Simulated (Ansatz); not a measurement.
# Phonons of Li2Mo in the C11b ordering, part 2 of 3

The plan: relax Li2Mo in the C11b ordering, check its phonons, and, if the lattice is stable, compute its Eliashberg function and ρ(T).

Ansatz 0.2.0; DFT PBEsol, scalar-relativistic, plane waves, PAW.

So far. Step 2 (Rough relaxation): The largest force is now 0.0093 eV/Å and the largest stress component 0.50 GPa.

The structure was built from a prototype and need not be the compound's stable phase.

**3. Relaxation**

Lattice constant and positions set the bands and the force constants, so the cell is relaxed first.

Contents of input.yaml:

```yaml
crystal:
  lattice:
    - [2.5219361669, 0.0, -1.242e-06]
    - [0.0, 2.5219361669, -1.242e-06]
    - [1.2609716392, 1.2609716392, 7.2199580647]
  atoms:
    - { symbol: Mo, position: [0.0, 0.0, 0.0] }
    - { symbol: Li, position: [0.6599627533, 0.6599627533, 0.6800744935] }
    - { symbol: Li, position: [0.3400372467, 0.3400372467, 0.3199255065] }
kpoints:
  mp_grid: { grid: [12, 12, 12] }
hamiltonian:
  xc: pbesol
scf:
  occupations: { method: gaussian, width: 0.1 }
output:
  forces: true
  stress: true
  eigenvalues: true
relax:
  adjacent_minimum: "off"
  f_tol: 0.005
  max_steps: 80
  cell: { stress_tol: 0.05 }
```

Started as:

```console
$ ansatz run input.yaml --threads 4 --pin off --max-ram 8192MiB --backend cpu --events-out ev --progress --plain --runs-dir out
```

Numbers of over 12 decimals in the logs are rounded to 6 here.

The program printed:

```text
[the first part of the log is left out]
  E_paw        = -3183.839488  (= ΣΔE_a)
  E_vpaw       = -169.566988  (= ΣTr[D̂ρ^β])
  E_aug_tail   = 0.000067  (compensation charges beyond the density's cutoff)
  E_ewald      = -1045.937359
  E_core_change = 0.209299  (= ΣΔE_core)
  E_smearing   = -0.011954  (= −TS)
  E_closure    = 0.000000  (closes the sum)
  Σ components = -5302.444681   (vs F -5302.444681, Δ=0.00e0)
--- Forces (eV/Å), atoms counted from 1 ---
  atom   1  Mo    -0.00000000     0.00000000     0.00000000
[...]
P = ⅓ Tr σ = -0.0044 GPa (-0.044 kbar)
--- Band table (eV; the first three rows and the last of 163) ---
[...]
--- Relaxed structure (5 steps of the walk, 4 accepted, 1 SCFs on fresh bases) ---
[...]
cell:  # Å, volume = 46.3826 Å³
    - [2.530444, -3.0686736193889677e-13, -1.2462027579000464e-6]
    - [-3.068673619394745e-13, 2.530444, -1.2462027579012195e-6]
    - [1.265226, 1.265226, 7.243722]
  atoms:
    - { symbol: Mo, position: [0, 0, -1.501673522561728e-19] }
    - { symbol: Li, position: [0.658777, 0.658777, 0.682445] }
    - { symbol: Li, position: [0.341223, 0.341223, 0.317555] }
```

Elapsed: 5.6 s, on 4 threads of Intel Xeon 6975P-C (Granite Rapids), shared host; peak memory 0.5 GiB; 20 s of CPU time.

The steps of the relaxation:

```
step  energy less that of the first step (eV)  largest force component (eV/Å)  pressure (GPa)  volume (Å³)
   1                                   0.0000                          0.0356            0.54        45.92
   2                                   0.0050                          0.1356            0.35        46.74
   3                                  -0.0013                          0.0088            0.17        46.30
   4                                  -0.0013                          0.0040            0.06        46.34
   5                                  -0.0013                          0.0003            0.00        46.38
   6                                  -0.0014                          0.0003            0.00        46.38
```

The log counts 1 steps on a newly chosen plane-wave basis, not all of them marked here; energy and pressure can jump at such steps. Relaxation step 2 was tried and not accepted.

```
conventional cell, symmetrised  before   after  change
                         a (Å)   2.522   2.530  +0.3 %
                         b (Å)   2.522   2.530  +0.3 %
                         c (Å)  14.440  14.487  +0.3 %
              volume (Å³/atom)   15.31   15.46  +1.0 %
```

The atoms that moved most (Å, as changes of fractional coordinates times the final cell):

```
atom     dx     dy      dz  length
 Li2  0.000  0.000   0.017   0.017
 Li3  0.000  0.000  -0.017   0.017
```

The relaxed structure:

```xyz
3
Lattice="2.5304 0.0000 0.0000 0.0000 2.5304 0.0000 1.2652 1.2652 7.2437" Properties=species:S:1:pos:R:3 pbc="T T T"
Mo    0.0000    0.0000    0.0000
Li    2.5304    2.5304    4.9434
Li    1.2652    1.2652    2.3003
```

This step gave:

```yaml
pressure: -0.004356 GPa
volume_per_atom: 15.46 Å³
```

The largest force is now 2.9e-4 eV/Å and the largest stress component 0.017 GPa.

**4. Tight relaxation**

Residual forces and stress shift phonon frequencies, so the cell is relaxed again, with tight thresholds and the mesh and smearing of this input.

Contents of input.yaml:

```yaml
crystal:
  lattice:
    - [2.5304439416, 0.0, -1.2462e-06]
    - [0.0, 2.5304439416, -1.2462e-06]
    - [1.2652255382, 1.2652255382, 7.2437220262]
  atoms:
    - { symbol: Mo, position: [0.0, 0.0, 0.0] }
    - { symbol: Li, position: [0.6587773667, 0.6587773667, 0.6824452667] }
    - { symbol: Li, position: [0.3412226333, 0.3412226333, 0.3175547333] }
kpoints:
  mp_grid: { grid: [12, 12, 12] }
hamiltonian:
  xc: pbesol
scf:
  occupations: { method: methfessel_paxton, width: 0.2 }
output:
  forces: true
  stress: true
  eigenvalues: true
relax:
  adjacent_minimum: "off"
  f_tol: 0.001
  max_steps: 60
  cell: { stress_tol: 0.01 }
```

The program printed:

```text
[the first part of the log is left out]
  E_paw        = -3183.838781  (= ΣΔE_a)
  E_vpaw       = -169.566220  (= ΣTr[D̂ρ^β])
  E_aug_tail   = 0.000068  (compensation charges beyond the density's cutoff)
  E_ewald      = -1045.630625
  E_core_change = 0.209299  (= ΣΔE_core)
  E_smearing   = -0.004683  (= −TS)
  E_closure    = -0.000000  (closes the sum)
  Σ components = -5302.439799   (vs F -5302.439799, Δ=0.00e0)
--- Forces (eV/Å), atoms counted from 1 ---
  atom   1  Mo     0.00000000     0.00000000     0.00000000
[...]
P = ⅓ Tr σ = -0.0022 GPa (-0.022 kbar)
--- Band table (eV; the first three rows and the last of 163) ---
[...]
--- Relaxed structure (4 steps of the walk, 3 accepted, 1 SCFs on fresh bases) ---
[...]
cell:  # Å, volume = 46.3808 Å³
    - [2.529767, -3.067831652468542e-13, -1.2458650075332975e-6]
    - [-3.067831652468768e-13, 2.529767, -1.2458650075333432e-6]
    - [1.264887, 1.264887, 7.247323]
  atoms:
    - { symbol: Mo, position: [0, 0, 0] }
    - { symbol: Li, position: [0.658868, 0.658868, 0.682264] }
    - { symbol: Li, position: [0.341132, 0.341132, 0.317736] }
```

Wall time 4.5 s (4 threads); peak memory 0.49 GiB; 16 s of CPU time.

Little changed from the start: no atom moved by 0.005 Å and no cell edge by 0.1 %.

Numbers from this step:

```
pressure : -0.002235 GPa
```

The largest force is now 7.6e-5 eV/Å and the largest stress component 0.0029 GPa, small enough for phonons.

**5. Phonons by linear response: q 2×2×2, k 6×6×6**

Couplings are defined for a stable lattice alone, so phonons come first.

Contents of input.yaml:

```yaml
crystal:
  lattice:
    - [2.5297668442, 0.0, -1.2459e-06]
    - [0.0, 2.5297668442, -1.2459e-06]
    - [1.2648869913, 1.2648869913, 7.2473228763]
  atoms:
    - { symbol: Mo, position: [0.0, 0.0, 0.0] }
    - { symbol: Li, position: [0.658867852, 0.658867852, 0.6822642961] }
    - { symbol: Li, position: [0.341132148, 0.341132148, 0.3177357039] }
kpoints:
  mp_grid: { grid: [6, 6, 6] }
hamiltonian:
  xc: pbesol
scf:
  occupations: { method: methfessel_paxton, width: 0.2 }
output:
  eigenvalues: true
phonons:
  method: dfpt
  qmesh: [2, 2, 2]
  temperatures: { t_max: 1000, t_step: 50 }
  qpath:
    path:
      - [[0.0, 0.0, 0.0], [0.5, 0.5, 0.5], [0.5, 0.5, 0.75], [0.5, 0.0, 0.5], [0.0, 0.0, 0.0], [0.0, 0.0, 0.5], [0.48476945, 0.0, 0.74238472]]
      - [[0.51523055, 0.0, 0.25761528], [0.0, 0.0, 0.0]]
      - [[0.5, 0.5, 0.5], [0.51523055, 0.48476945, 0.5]]
      - [[0.48476945, 0.48476945, 0.98476945], [0.0, 0.0, 0.5]]
    npoints: 10
```

The program printed:

```text
Warning: phonons: the dynamical matrix that this run interpolates holds no multipole term above the dipole-dipole one, and a site of this crystal is no centre of inversion, so its interpolated transverse optical and acoustic branches and sound speeds can stay off near Gamma, and the density of states and the thermodynamics with them. What a run solves at a wave vector of phonons.qpoints, Gamma apart, where the deck admits one, is free of this, and under fd what a larger phonons.supercell samples
Warning: crystal.symmetry: narrowed to the stabiliser of the run's FFT grids — unitary ops 16 → 4. A phonons.method: dfpt run fills in the rows of the dynamical matrix that it does not solve by its symmetry operations, which is exact only for operations that map its FFT grids onto themselves: filled in by any other, the frequencies could depend on the order in which like atoms are typed, or, by more than the grids' own error, on where the crystal sits among the grids' points. Excluded: 12 operations. The run can therefore solve more perturbations, solve them on more k-points, or both, and cost more. [rest of the remark cut]
[...]
Crystal: 3 atoms, lattice volume = 46.381 Å³
Basis set: ecut = 420 eV, 913 PW (Γ), exchange–correlation on 36×36×100 points (8 copies of the dense FFT grid, shifted against one another)
Bands: 14, of which v1, the nominal top of the filled ones, is band 10 counted from 1 (9 counted from 0)
Symmetry: 16 space group operations
k-points: 68 of 216 (irreducible under 4 space group operations)
[...]
SCF iter   1: F=—  HF=-5302.630202 eV  |F-HF|=—  |Δ(HF+E_count)|=         —  Δρ=9.29e-3  dr2=1.69e-1  ethr=1.77e-3  ⟨swp⟩=4.7  Hψ=4520  notcnv=0
[...]
SCF iter  10: F=-5302.591142 eV  HF=-5302.591142 eV  |F-HF|=2.73e-12  |Δ(HF+E_count)|=  7.28e-12  S|Δr|=    0.00e0  Δρ=2.63e-8  dr2=4.14e-13  ethr=1.00e-12  ⟨swp⟩=5.3  Hψ=3613  notcnv=0
the search or the solves at the SCF's close seem to have found levels that the self-consistency loop had missed (the run counts 3). By its estimate they hold under 1e-12 electrons; where the run keeps them, the occupations were computed again with them
SCF 1 converged in 10 iterations: F = -5302.591142 eV  dr2 = 4.14e-13
[...]
Symmetry: 4 space group operations
k-points: 68 of 216
[...]
SCF iter   1: F=—  HF=-5302.591141 eV  |F-HF|=—  |Δ(HF+E_count)|=         —  Δρ=5.08e-7  dr2=4.67e-10  ethr=1.04e-7  ⟨swp⟩=3.0  Hψ=7113  notcnv=0
eigensolver tolerance schedule: the retry pair's looser diagonalisation over-reported the residual by 44350.25 of it (diagonalisation noise at an unbounded share of the residual, at the tolerance the schedule requests for it); recorded, not acted on — ethr = c·dr2/N_el stays at c = 1.0e-1
[...]
SCF iter   2: F=—  HF=-5302.591142 eV  |F-HF|=—  |Δ(HF+E_count)|=   1.15e-6  S|Δr|=    0.00e0  Δρ=4.45e-7  dr2=6.43e-10  ethr=2.34e-12  ⟨swp⟩=3.0  Hψ=1934  notcnv=0
[...]
SCF iter   5: F=-5302.591142 eV  HF=-5302.591142 eV  |F-HF|=5.46e-12  |Δ(HF+E_count)|=  2.73e-12  S|Δr|=    0.00e0  Δρ=7.19e-8  dr2=8.80e-12  ethr=1.00e-12  ⟨swp⟩=1.0  Hψ=2176  notcnv=0
SCF 2 converged in 5 iterations: F = -5302.591142 eV  dr2 = 8.80e-12
phonons: the bands overlap, so this run is a metal and interpolates without the dipole-dipole term. If the crystal is really an insulator or semiconductor, its LO-TO splitting is missing
NSCF: frozen V_eff on 30 k-points
[...]
DFPT response loops at q = (0, 0, 0) (fractional): preconditioner auto → Kerker (q_TF=auto, 2.371 Å⁻¹) (partly filled bands, converged f_vac=0.000); β = 1.00, the filter's whole step (`scf.mixing.beta` (0.50) is not read by the response loops under this deck's `scf.mixing.preconditioner`; to damp them name `kerker` or `kerker_dos`, under which they read `scf.mixing.beta`, and type it under 1.00, their step now; both keys bind the ground state too); Broyden in place of MSR1
[...]
SCF converged after 10 iterations
Stability not checked: this state was not tested for a lower state beside it, because cold or Methfessel-Paxton smearing, or corrected tetrahedra, fill the levels in a way that the test cannot read (fill_not_monotonic; see scf.lower_state_search)
Free energy (F): -5302.591142 eV
[...]
Internal energy: -5302.593150 eV  (E = F + TS)
E sigma→0 (E₀):  -5302.591644 eV
Entropy (-TS):   0.002008 eV (0.669 meV/atom)
Fermi energy:    7.792044 eV
[...]
--- Band table (eV; the first three rows and the last of 68) ---
  k-point 0: bands = [... 6 lower, 2.7774, 4.3898, 4.7630, 6.5098, 6.7102, 10.8688, 10.8688, 12.9643]
  k-point 1: bands = [... 6 lower, 2.7900, 4.3898, 4.7894, 6.0336, 7.2241, 10.8689, 10.8689, 12.9643]
  k-point 2: bands = [... 6 lower, 2.8160, 4.3898, 4.8681, 5.5930, 7.7282, 10.8693, 10.8693, 12.9643]
  k-point 67: bands = [... 6 lower, 3.2164, 6.3940, 6.4110, 9.6797, 12.1462, 13.2514, 13.3360, 15.3197]
--- Phonons (Γ-DFPT): 4 representative perturbations + reference (Σ response iterations 13) ---
  ASR residual: 3.119e-5 → 0.000e0 eV/Å²; symmetrization residual: 1.897e-6 eV/Å²
  The last average, over the group as it would stand without the narrowing to the FFT grids, took up to 7.596e-7 eV/Å² of the zone centre's force constants
  ASR residual per site (eV/Å²): 3.12e-5 6.15e-6 6.15e-6
  Γ frequencies (cm⁻¹): 0.00 0.00 0.00 192.62 192.62 192.98 192.98 310.34 362.75
--- Phonons (arbitrary-q DFPT): 6 irreducible q on the 2×2×2 mesh ---
  q = [0.0000, 0.0000, 0.0000] (star 1, of the zone-centre solve; hermiticity 8.83e-7, symmetrization 1.19e-13, taken by the last average 1.77e-7): -0.00 0.00 0.00 192.62 192.62 192.98 192.98 310.34 362.75
  q = [0.0000, 0.0000, -0.5000] (star 1, 4 solved perturbations in 360 linear systems a pass and spin channel, the states on 112 of 216 k-point pairs; hermiticity 5.79e-7, symmetrization 3.72e-13, taken by the last average 1.33e-7): 26.83 26.83 66.42 174.86 174.86 207.68 207.68 307.99 356.06
  q = [0.0000, -0.5000, 0.0000] (star 2, 6 solved perturbations on 112 of 216 k-point pairs; hermiticity 9.50e-8, symmetrization 6.24e-15, taken by the last average 4.21e-8): -21.49 110.75 124.89 178.01 208.33 304.47 313.96 451.56 452.72
[...]
sum rule: each row above includes the acoustic sum rule's correction from the zone centre's row sums; it moved no ω² by more than (0.49 cm⁻¹)²
  mesh force constants: q→R imaginary residual 3.90e-18; ASR residual 3.119e-5 → 0.000e0 eV/Å²; symmetrization residual 2.665e-15 eV/Å²
  interpolated dispersion: 94 rows × 9 modes
  density of states and harmonic sums: on the 26×26×10 q-mesh, interpolated from the force constants of a 2×2×2 supercell (no non-analytic term)
  largest difference from the sums on the solved wave vectors: F 7.35e-2 eV, S 1.36e-4 and C_V 6.27e-5 eV/K
  zero-point energy: 0.143574 eV/cell   skipped modes (ω ≤ 0): 243, of them read as no rigid motion or as one in doubt: 240 (1.462e-1 modes/cell left out, lowest -37.46 cm⁻¹)   left out of the sums: 1.63e-2 of the cell's modes: C_V's classical limit lies that fraction below 3 k_B per atom; for a crystal, a wire or a layer, F and S can be off by more, and a phonons.interpolated_qmesh denser along its periods is the remedy for the sampling
```

It took 24 s on 4 threads; peak memory 0.6 GiB.

The column dr2 measures how far the density is from self-consistency, as an energy; F and HF (Harris–Foulkes) agree once it is small.

This step gave:

```
share of imaginary modes in the plain interpolation between solved wavevectors : 0.0139
highest frequency, solved or plainly interpolated                              : 468.1 cm⁻¹
```

Solved on the 2×2×2 mesh alone; all other wavevectors are interpolated. Phonon branches along the path, in cm⁻¹:

```
     point  branch 1  branch 2  branch 3  branch 4  branch 5  branch 6  branch 7  branch 8  branch 9
         Γ         0         0         0       193       193       193       193       310       363
   halfway       124       136       181       292       314       327       341       349       350
         X       170       193       212       262       279       443       446       468       468
   halfway       174       190       211       264       278       444       446       468       468
         P       182       182       211       265       276       445       445       468       468
   halfway       128       180       211       285       296       331       334       455       455
         N       -22       111       125       178       208       304       314       452       453
   halfway       -34       132       145       156       166       302       332       351       355
         Γ         0         0         0       193       193       193       193       310       363
   halfway        19        19        46       181       181       204       204       309       360
         M        27        27        66       175       175       208       208       308       356
   halfway       -25       130       144       151       173       298       333       347       348
         S       -22       112       124       178       208       303       316       451       452
jump to S0       -22       112       124       178       208       303       316       451       452
   halfway       -36       135       148       156       163       303       332       357       358
         Γ         0         0         0       193       193       193       193       310       363
 jump to X       170       193       212       262       279       443       446       468       468
   halfway       170       193       212       262       279       443       446       468       468
         R       170       192       212       262       279       443       446       467       468
 jump to G       170       192       212       262       279       443       446       467       468
   halfway       117       135       173       286       323       326       332       344       344
         M        27        27        66       175       175       208       208       308       356
```

The phonon branches as a text plot (rows in cm⁻¹; labels by their first letter):

```
    458 |         ************                **      **
    436 |        ******      **              *        ***
    415 |       **     *                    *   *       **
    394 |      **              *            *    *       *
    373 |*     *               *    *      *              *
    352 | *** *                 **** ******       ****    ** ****
    331 |    **         *      ***        ****  ****       **
    310 |*******         *****************    ********   ** *****
    289 |    *******  *****      *        ****     *  *** ***
    268 |   *    *******                 *            ****   *
    247 |   *                           **                   *
    226 |  *              *       *    **           *         *
    205 | *    ****************    * *****   ***     *****    ***
    184 |*    *  *************   *******    *****   ***** *    **
    163 |    * *****  **   *  ****      *****   ****  ******
    142 |     **              ***         ***   ***      ****
    120 |   ***         *   ***  *        *  ****  *       ***
     99 |   **           *               *                  ***
     78 |  **             *            **                    ***
     57 |  *               *      *   * *           *         * *
     36 | *                        * * *             *         **
     15 |                            *****
     -6 |*                         **                *
    -27 |                   *******       ***********
         Γ         X P      N       Γ  M     S|S     R|G        M
```

Lowest modes at the softest wavevector of the mesh. Modes at q = (0.000, 0.500, 0.500), with each element's share of the kinetic energy (negative means imaginary):

```
mode  frequency (cm⁻¹)  Mo %  Li %
   1             -21.5   100     0
   2             110.7     0   100
   3             124.9     0   100
   4             178.0   100     0
   5             208.3    99     1
   6             304.5     0   100
```

Displacements in mode 1 (-21.5 cm⁻¹), the largest set to 1, in the home cell:
```
Mo1  1.00  0.00  0.00
Li2 -0.03  0.00  0.00
Li3 -0.03  0.00  0.00
```

Displacements in mode 3 (124.9 cm⁻¹), the largest set to 1, in the home cell:
```
Mo1  0.00  0.00  0.00
Li2 -1.00  0.00  0.00
Li3 -1.00  0.00  0.00
```

Among the solved wavevectors the lowest mode, translations apart, is -21.5 cm⁻¹, imaginary.

(Continued in part 3 of 3.)

[Logs are printed without paths, hosts, clocks, repeated set-up lines and the standing remarks that a program may print on its own settings, such as how far it seeks lower states.]

[Hosts, paths, dates, database ids (printed as entryN), source tags and the programs' standing remarks are cut or masked in the printed files.]
